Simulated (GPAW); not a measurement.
# Ballistic transport through butadiene-1,4-dithiol between two Al chains, from relaxation to T(E), part 2 of 3

How well does butadiene-1,4-dithiol between two Al chains conduct once its atoms have relaxed, and how much do cheaper levels lose?

GPAW 26.7.0; GPAW LCAO, PAW setups; relaxation of the junction within the symmetry of its start, lead ends held (the session's first sound run).

So far, transmission at the Fermi level (one spin): step 3 (double-zeta polarised basis) 0.116. Also open channels of the lead at the Fermi level (one spin): step 3 2.

## Step 4: Single-zeta polarised basis

Level of this step: GPAW LCAO, PAW setups; Landauer transmission from Green's functions with principal layers (ASE), zero bias (GPAW).

The second zeta is dropped, the polarisation orbitals stay.

run.py

```python
import json
import numpy as np
from ase import Atoms
from ase.transport.calculators import TransportCalculator
from gpaw import GPAW, FermiDirac
from gpaw.lcao.tools import get_lcao_hamiltonian
from scipy.linalg import eigh

# The junction with lead layers at both ends, along the third cell vector
device = Atoms(
    ['Al', 'Al', 'Al', 'Al', 'Al', 'Al', 'Al', 'S', 'H', 'C', 'C', 'H', 'H', 'C', 'C', 'H', 'S', 'Al', 'Al', 'Al', 'Al', 'Al', 'Al', 'Al'],
    positions=[
        [5.50713, 4.50000, 1.20000],
        [5.50713, 4.50000, 3.60000],
        [5.50713, 4.50000, 6.00000],
        [5.50713, 4.50000, 8.40000],
        [5.50713, 4.50000, 10.80000],
        [5.50713, 4.50000, 13.20000],
        [6.48072, 4.50000, 15.63428],
        [4.34804, 4.49999, 16.48744],
        [6.54790, 4.50000, 18.57825],
        [4.42988, 4.49999, 18.24567],
        [5.53838, 4.50000, 19.05338],
        [3.42196, 4.49999, 18.71580],
        [7.59230, 4.49999, 20.83065],
        [5.47588, 4.50000, 20.49307],
        [6.58438, 4.49999, 21.30078],
        [4.46636, 4.50000, 20.96820],
        [6.66623, 4.49999, 23.05901],
        [4.53354, 4.50000, 23.91217],
        [5.50713, 4.50000, 26.34645],
        [5.50713, 4.50000, 28.74645],
        [5.50713, 4.50000, 31.14645],
        [5.50713, 4.50000, 33.54645],
        [5.50713, 4.50000, 35.94645],
        [5.50713, 4.50000, 38.34645]],
    cell=[[11.01426, 0.0, 0.0], [0.0, 9.0, 0.0], [0.0, 0.0, 39.54645]],
    pbc=True)

# One principal layer of the lead: the first 4 atoms of the device
lead = Atoms(
    ['Al', 'Al', 'Al', 'Al'],
    positions=[
        [5.50713, 4.50000, 1.20000],
        [5.50713, 4.50000, 3.60000],
        [5.50713, 4.50000, 6.00000],
        [5.50713, 4.50000, 8.40000]],
    cell=[[11.01426, 0.0, 0.0], [0.0, 9.0, 0.0], [0.0, 0.0, 9.6]],
    pbc=True)

settings = dict(mode='lcao', basis='szp(dzp)', xc='PBE', h=0.2,
                occupations=FermiDirac(0.1), maxiter=250,
                mixer=dict(beta=0.1, nmaxold=8, weight=100.0),
                convergence=dict(density=0.0001))
energies = np.arange(-2, 2 + 1e-9, 0.025)
eta = 0.0001
n1, n2 = 1, 1
# k and -k transmit alike, so half of the mesh across the current serves
mesh = [(i, j) for i in range(n1) for j in range(n2) if (i, j) <= (-i % n1, -j % n2)]
weights = np.array([1 if (i, j) == (-i % n1, -j % n2) else 2 for i, j in mesh]) / (n1 * n2)

# [... helper functions left out ...]
fermi_lead = ground_state(lead, (1, 1, 12), 'lead.txt')
fermi_device = ground_state(device, (1, 1, 2), 'device.txt')
# [... loop over the mesh left out, but for ...]
        # Shift the lead onto the potential of the device's first layer
        shift = ((H[:, 0, 0] - H0[:, 0, 0]) / S0[0, 0]).real.mean()
# [...]
kT = 8.617333e-5 * 300
bias = [0.1, 0.2, 0.5, 1.0, 1.5, 2.0]
# [... integrals and printing left out ...]
```

Command:

```sh
OMP_NUM_THREADS=1 OPENBLAS_NUM_THREADS=1 python run.py
```

What it wrote:

```text
basis functions: device 196, principal layer 36
Fermi level: lead -3.7965 eV, device -3.7333 eV; lead shifted by 0.0233 eV
largest coupling past the next layer 1.60e-15 eV, largest misfit of the first layer 0.083 eV
  E-E_F (eV)   T (one spin)  channels
    -2.000    1.7228e-04    1.0000
    -1.975    2.0002e-04    1.0000
    -1.950    2.2988e-04    1.0000
    -1.925    2.6180e-04    1.0000
    -1.900    2.9567e-04    1.0000
    -1.875    3.3126e-04    1.0000
    -1.850    3.6821e-04    1.0000
    -1.825    4.0597e-04    1.0000
    -1.800    4.4376e-04    1.0000
    -1.775    4.8046e-04    1.0000
    -1.750    5.1458e-04    1.0000
    -1.725    5.4417e-04    1.0000
    -1.700    5.6681e-04    1.0000
    -1.675    5.7965e-04    1.0000
    -1.650    5.7958e-04    1.0000
    -1.625    5.6361e-04    1.0000
[...]
1.825    6.9937e-01    3.0000
     1.850    7.1104e-01    3.0000
     1.875    7.2167e-01    3.0000
     1.900    7.3130e-01    3.0000
     1.925    7.3997e-01    3.0000
     1.950    7.4773e-01    3.0000
     1.975    7.5467e-01    3.0000
     2.000    7.6085e-01    3.0000
conductance at 300 K: 0.08508 G0 a cell; thermopower 16.36 uV/K
current from the zero-bias T(E) at 0.1 V: 0.65957 uA
current from the zero-bias T(E) at 0.2 V: 1.3343 uA
current from the zero-bias T(E) at 0.5 V: 5.6983 uA
current from the zero-bias T(E) at 1.0 V: 10.368 uA
current from the zero-bias T(E) at 1.5 V: 11.61 uA
current from the zero-bias T(E) at 2.0 V: 13.627 uA
```

It took 68 s on 1 thread of Arm Neoverse V1, shared host; peak memory 1.5 GiB.

This step gave:

```
conductance                                    : 0.08508 G₀
thermopower                                    : 16.36 μV/K
largest coupling past the next principal layer : 1.60e-15 eV
largest misfit of the first principal layer    : 0.08304 eV
shift that aligns the lead                     : 0.02329 eV
basis functions of the junction                : 196
basis functions of a principal layer           : 36
transmission at the Fermi level (one spin)     : 0.08548
```

One spin. The transmission, zone mean by energy, zero at the Fermi level:

```csv
energy (eV),"transmission, zone mean"
-2.000,1.7e-4
-1.900,3.0e-4
-1.800,4.4e-4
-1.700,5.7e-4
-1.600,5.3e-4
-1.500,2.4e-4
-1.400,1.1e-5
-1.300,0
-1.200,0
-1.100,0
-1.000,0
-0.900,0
-0.800,0
-0.700,0
-0.600,0
-0.500,0
-0.400,2.7e-11
-0.300,0.544
-0.275,0.973
-0.200,0.289
-0.100,0.0974
0.000,0.0855
0.100,0.0674
0.200,0.0558
0.300,0.0511
0.400,0.0510
0.500,0.0542
0.600,0.0605
0.700,0.0704
0.800,0.0854
0.900,0.107
1.000,0.138
1.100,0.180
1.200,0.235
1.300,0.303
1.400,0.382
1.500,0.466
1.600,0.550
1.700,0.625
1.800,0.687
1.900,0.731
2.000,0.761
```

Crossings of the lead's bands, unfolded to its shortest repeat. Table of open channels, zone mean by energy, zero at the Fermi level:

```
energy (eV)  open channels, zone mean
     -2.000                         1
     -1.800                         1
     -1.600                         1
     -1.400                         1
     -1.200                         0
     -1.000                         0
     -0.800                         0
     -0.600                         0
     -0.400                         0
     -0.200                         2
      0.000                         2
      0.200                         2
      0.400                         2
      0.600                         2
      0.800                         3
      1.000                         3
      1.200                         3
      1.400                         3
      1.600                         3
      1.800                         3
      2.000                         3
```

Not self-consistent under bias; the bias window is split evenly. Current through one cell, from the zero-bias transmission against bias:

| bias (V) | current through one cell, from the zero-bias transmission (μA) |
| --- | --- |
| 0.100 | 0.660 |
| 0.200 | 1.33 |
| 0.500 | 5.70 |
| 1.000 | 10.4 |
| 1.500 | 11.6 |
| 2.000 | 13.6 |

The transmission of the three most open eigenchannels by energy, zero at the Fermi level:

```
energy (eV)  channel 1  channel 2  channel 3
     -2.000     1.7e-4          0          0
     -1.900     3.0e-4          0          0
     -1.800     4.4e-4          0          0
     -1.700     5.7e-4          0          0
     -1.600     5.3e-4          0          0
     -1.500     2.4e-4          0          0
     -1.400     1.1e-5          0          0
     -1.300          0          0          0
     -1.200          0          0          0
     -1.100          0          0          0
     -1.000          0          0          0
     -0.900          0          0          0
     -0.800          0          0          0
     -0.700          0          0          0
     -0.600          0          0          0
     -0.500          0          0          0
     -0.400    1.6e-11    1.1e-11          0
     -0.300      0.527     0.0164          0
     -0.200      0.249     0.0404          0
     -0.100     0.0742     0.0233          0
      0.000     0.0784    0.00713          0
      0.100     0.0646    0.00275          0
      0.200     0.0545    0.00127          0
      0.300     0.0504     7.3e-4          0
      0.400     0.0505     5.1e-4          0
      0.500     0.0538     4.1e-4          0
      0.600     0.0601     3.7e-4          0
      0.700     0.0700     3.6e-4          0
      0.800     0.0847     6.6e-4     2.1e-6
      0.900      0.106    0.00125     7.9e-6
      1.000      0.136    0.00169     1.3e-5
      1.100      0.178    0.00209     1.8e-5
      1.200      0.232    0.00246     2.3e-5
      1.300      0.300    0.00283     3.0e-5
      1.400      0.379    0.00318     3.7e-5
      1.500      0.463    0.00352     4.5e-5
      1.600      0.546    0.00385     5.3e-5
      1.700      0.621    0.00417     6.3e-5
      1.800      0.682    0.00447     7.4e-5
      1.900      0.726    0.00477     8.5e-5
      2.000      0.756    0.00507     9.9e-5
```

The conductance, 0.0851 G₀, lies 26 % below that of the dzp run.

## Step 5: Minimal basis

One function for each valence shell of the setup, as for a first survey of a large system.

run.py: that of step 4 with these lines changed.

```diff
@@ -50,3 +50,3 @@
 
-settings = dict(mode='lcao', basis='szp(dzp)', xc='PBE', h=0.2,
+settings = dict(mode='lcao', basis='sz(dzp)', xc='PBE', h=0.2,
                 occupations=FermiDirac(0.1), maxiter=250,
```

What it wrote:

```text
basis functions: device 84, principal layer 16
Fermi level: lead -4.0540 eV, device -3.9558 eV; lead shifted by 0.0325 eV
largest coupling past the next layer 9.04e-16 eV, largest misfit of the first layer 0.106 eV
  E-E_F (eV)   T (one spin)  channels
    -2.000    2.4269e-04    1.0000
    -1.975    2.9814e-04    1.0000
    -1.950    3.6489e-04    1.0000
[...]
1.975    7.2335e-01    3.0000
     2.000    7.3740e-01    3.0000
conductance at 300 K: 0.082391 G0 a cell; thermopower 18.59 uV/K
current from the zero-bias T(E) at 0.1 V: 0.64022 uA
current from the zero-bias T(E) at 0.2 V: 1.3072 uA
current from the zero-bias T(E) at 0.5 V: 5.8955 uA
current from the zero-bias T(E) at 1.0 V: 10.363 uA
current from the zero-bias T(E) at 1.5 V: 11.514 uA
current from the zero-bias T(E) at 2.0 V: 13.298 uA
```

The job ended after 47 s (1 thread; peak memory 1.4 GiB).

This step gave:

```yaml
conductance: 0.08239 G₀
thermopower: 18.59 μV/K
largest_coupling_past_the_next_principal_layer: 9.04e-16 eV
largest_misfit_of_the_first_principal_layer: 0.1059 eV
shift_that_aligns_the_lead: 0.03251 eV
basis_functions_of_the_junction: 84
basis_functions_of_a_principal_layer: 16
transmission_at_the_fermi_level_one_spin: 0.08238
```

One spin. The transmission, zone mean by energy, zero at the Fermi level:

```csv
energy (eV),"transmission, zone mean"
-2.000,2.4e-4
-1.800,0.00140
-1.600,2.1e-12
-1.400,0
-1.200,0
-1.000,0
-0.800,0
-0.600,0
-0.400,2.8e-9
-0.250,0.981
-0.200,0.361
0.000,0.0824
0.200,0.0528
0.400,0.0479
0.600,0.0563
0.800,0.0774
1.000,0.119
1.200,0.196
1.400,0.317
1.600,0.465
1.800,0.612
2.000,0.737
```

The conductance, 0.0824 G₀, lies 29 % below that of the dzp run.

## Step 6: RPBE in the dzp basis: xc = "RPBE"

Back in the dzp basis, the functional changes from PBE to RPBE, to set the spread between functionals beside that between bases.

run.py: that of step 5 with these lines changed.

```diff
@@ -50,3 +50,3 @@
 
-settings = dict(mode='lcao', basis='sz(dzp)', xc='PBE', h=0.2,
+settings = dict(mode='lcao', basis='dzp', xc='RPBE', h=0.2,
                 occupations=FermiDirac(0.1), maxiter=250,
```

What it wrote:

```text
basis functions: device 280, principal layer 52
Fermi level: lead -3.2645 eV, device -3.2151 eV; lead shifted by 0.0156 eV
largest coupling past the next layer 1.29e-15 eV, largest misfit of the first layer 0.075 eV
  E-E_F (eV)   T (one spin)  channels
    -2.000    2.1594e-04    1.0000
    -1.975    2.3922e-04    1.0000
    -1.950    2.6342e-04    1.0000
[...]
1.975    3.6528e-01    3.0000
     2.000    3.6378e-01    3.0000
conductance at 300 K: 0.115 G0 a cell; thermopower 23.01 uV/K
current from the zero-bias T(E) at 0.1 V: 0.89535 uA
current from the zero-bias T(E) at 0.2 V: 1.8362 uA
current from the zero-bias T(E) at 0.5 V: 7.659 uA
current from the zero-bias T(E) at 1.0 V: 12.383 uA
current from the zero-bias T(E) at 1.5 V: 13.461 uA
current from the zero-bias T(E) at 2.0 V: 14.967 uA
```

The job ended after 86 s (1 thread; peak memory 1.5 GiB).

This step gave:

```yaml
conductance: 0.1150 G₀
thermopower: 23.01 μV/K
largest_coupling_past_the_next_principal_layer: 1.29e-15 eV
largest_misfit_of_the_first_principal_layer: 0.07485 eV
shift_that_aligns_the_lead: 0.01565 eV
basis_functions_of_the_junction: 280
basis_functions_of_a_principal_layer: 52
transmission_at_the_fermi_level_one_spin: 0.1143
```

One spin. Table of transmission, zone mean by energy, zero at the Fermi level:

| energy (eV) | transmission, zone mean |
| --- | --- |
| -2.000 | 2.2e-4 |
| -1.900 | 3.1e-4 |
| -1.800 | 4.1e-4 |
| -1.700 | 4.7e-4 |
| -1.600 | 4.0e-4 |
| -1.500 | 1.4e-4 |
| -1.400 | 7.4e-8 |
| -1.300 | 1.2e-5 |
| -1.200 | 1.2e-12 |
| -1.100 | 0 |
| -1.000 | 0 |
| -0.900 | 0 |
| -0.800 | 0 |
| -0.700 | 0 |
| -0.600 | 0 |
| -0.500 | 6.5e-10 |
| -0.400 | 3.8e-9 |
| -0.300 | 0.339 |
| -0.250 | 1.05 |
| -0.200 | 0.530 |
| -0.100 | 0.146 |
| 0.000 | 0.114 |
| 0.100 | 0.0846 |
| 0.200 | 0.0648 |
| 0.300 | 0.0545 |
| 0.400 | 0.0504 |
| 0.500 | 0.0504 |
| 0.600 | 0.0534 |
| 0.700 | 0.0591 |
| 0.800 | 0.0676 |
| 0.900 | 0.0796 |
| 1.000 | 0.0959 |
| 1.100 | 0.118 |
| 1.200 | 0.145 |
| 1.300 | 0.179 |
| 1.400 | 0.217 |
| 1.500 | 0.258 |
| 1.600 | 0.297 |
| 1.700 | 0.331 |
| 1.800 | 0.354 |
| 1.900 | 0.365 |
| 2.000 | 0.364 |

The conductance, 0.115 G₀, lies 0.6 % below that of the dzp run.

## Step 7: The structure as built: geometry = "as built"

The dzp basis with PBE on the structure as first built shows what the relaxation was worth.

run.py: that of step 6 with these lines changed.

```diff
@@ -18,14 +18,14 @@
         [5.50713, 4.50000, 13.20000],
-        [6.48072, 4.50000, 15.63428],
-        [4.34804, 4.49999, 16.48744],
-        [6.54790, 4.50000, 18.57825],
-        [4.42988, 4.49999, 18.24567],
-        [5.53838, 4.50000, 19.05338],
-        [3.42196, 4.49999, 18.71580],
-        [7.59230, 4.49999, 20.83065],
-        [5.47588, 4.50000, 20.49307],
-        [6.58438, 4.49999, 21.30078],
-        [4.46636, 4.50000, 20.96820],
-        [6.66623, 4.49999, 23.05901],
-        [4.53354, 4.50000, 23.91217],
+        [5.50713, 4.50000, 15.60000],
+        [3.73453, 4.49999, 16.90303],
+        [6.20021, 4.50000, 18.38026],
+        [4.10003, 4.49999, 18.59360],
+        [5.35476, 4.50000, 19.06521],
+        [3.25000, 4.49999, 19.27018],
+        [7.76426, 4.49999, 20.27627],
+        [5.65950, 4.50000, 20.48124],
+        [6.91423, 4.49999, 20.95285],
+        [4.81405, 4.50000, 21.16619],
+        [7.27974, 4.49999, 22.64342],
+        [5.50713, 4.50000, 23.94645],
         [5.50713, 4.50000, 26.34645],
@@ -50,3 +50,3 @@
 
-settings = dict(mode='lcao', basis='dzp', xc='RPBE', h=0.2,
+settings = dict(mode='lcao', basis='dzp', xc='PBE', h=0.2,
                 occupations=FermiDirac(0.1), maxiter=250,
```

What it wrote:

```text
basis functions: device 280, principal layer 52
Fermi level: lead -3.3196 eV, device -3.1817 eV; lead shifted by 0.0009 eV
largest coupling past the next layer 1.20e-15 eV, largest misfit of the first layer 0.012 eV
  E-E_F (eV)   T (one spin)  channels
    -2.000    1.5738e-04    1.0000
    -1.975    1.4061e-04    1.0000
    -1.950    1.2612e-04    1.0000
[...]
1.975    5.7845e-01    3.0000
     2.000    6.0876e-01    3.0000
conductance at 300 K: 0.2574 G0 a cell; thermopower 11.12 uV/K
current from the zero-bias T(E) at 0.1 V: 1.9844 uA
current from the zero-bias T(E) at 0.2 V: 3.9069 uA
current from the zero-bias T(E) at 0.5 V: 8.5994 uA
current from the zero-bias T(E) at 1.0 V: 11.91 uA
current from the zero-bias T(E) at 1.5 V: 13.968 uA
current from the zero-bias T(E) at 2.0 V: 16.253 uA
```

Elapsed: 91 s, on 1 thread; peak memory 1.5 GiB.

This step gave:

```yaml
conductance: 0.2574 G₀
thermopower: 11.12 μV/K
largest_coupling_past_the_next_principal_layer: 1.20e-15 eV
largest_misfit_of_the_first_principal_layer: 0.01206 eV
shift_that_aligns_the_lead: 8.96e-4 eV
transmission_at_the_fermi_level_one_spin: 0.2608
```

The conductance, 0.257 G₀, lies 122 % above that of the dzp run.

## Step 8: All levels side by side

Times are for 1 thread of Arm Neoverse V1, shared host. The series side by side:

| no. | run | conductance (G₀) | time | memory (GiB) |
| --- | --- | --- | --- | --- |
| 1 | dzp | 0.1157 | 89 s | 1.5 |
| 2 | szp | 0.08508 | 68 s | 1.5 |
| 3 | sz | 0.08239 | 47 s | 1.4 |
| 4 | dzp RPBE | 0.1150 | 86 s | 1.5 |
| 5 | asbuilt | 0.2574 | 91 s | 1.5 |

## Step 9: Comparison

The curves are compared point by point over the common energies.

This step: comparison of transmission and cost over codes, levels and geometry (GPAW 26.7.0).

Ladder, by row:

| step | code | T at the Fermi level (sum over the listed spins) | conductance (G0) | r.m.s. T(E) from the first | wall time (s) | peak memory (GiB) | threads |
| --- | --- | --- | --- | --- | --- | --- | --- |
| dzp | GPAW | 0.1156 | 0.1157 | 0 | 88.91 | 1.54 | 1 |
| szp | GPAW | 0.08548 | 0.08508 | 0.1184 | 67.79 | 1.52 | 1 |
| sz | GPAW | 0.08238 | 0.08239 | 0.0903 | 46.69 | 1.38 | 1 |
| dzp-RPBE | GPAW | 0.1143 | 0.115 | 0.01481 | 85.9 | 1.54 | 1 |
| asbuilt | GPAW | 0.2608 | 0.2574 | 0.1303 | 90.78 | 1.54 | 1 |

The transmission, zone mean, sum over the listed spins by energy, zero at the Fermi level:

```csv
energy (eV),dzp,szp,sz,dzp-RPBE,asbuilt
-2.0000,2.5e-4,1.7e-4,2.4e-4,2.2e-4,1.6e-4
-1.7500,5.4e-4,5.1e-4,0.00280,4.5e-4,6.1e-5
-1.5000,2.6e-4,2.4e-4,4.3e-14,1.4e-4,3.1e-5
-1.2500,7.5e-12,9.7e-14,0,6.8e-12,1.3e-12
-1.0000,1.4e-13,3.6e-14,0,1.2e-13,2.8e-14
-0.7500,1.3e-13,5.5e-14,1.5e-14,1.0e-13,1.9e-14
-0.5000,1.5e-10,6.2e-13,6.8e-13,6.5e-10,3.8e-13
-0.2500,1.05,0.970,0.981,1.05,0.158
0.0000,0.116,0.0855,0.0824,0.114,0.261
0.2500,0.0605,0.0527,0.0498,0.0587,0.146
0.5000,0.0520,0.0542,0.0508,0.0504,0.107
0.7500,0.0648,0.0770,0.0707,0.0629,0.109
1.0000,0.0994,0.138,0.119,0.0959,0.130
1.2500,0.167,0.267,0.222,0.161,0.171
1.5000,0.268,0.466,0.389,0.258,0.240
1.7500,0.360,0.658,0.577,0.344,0.369
2.0000,0.385,0.761,0.737,0.364,0.609
```

[end of part 2 of 3]

[Logs are printed without paths, hosts, clocks, repeated set-up lines and the standing remarks that a program may print on its own settings, such as how far it seeks lower states.]

[Hosts, paths, dates, database ids (printed as entryN), source tags and the programs' standing remarks are cut or masked in the printed files.]
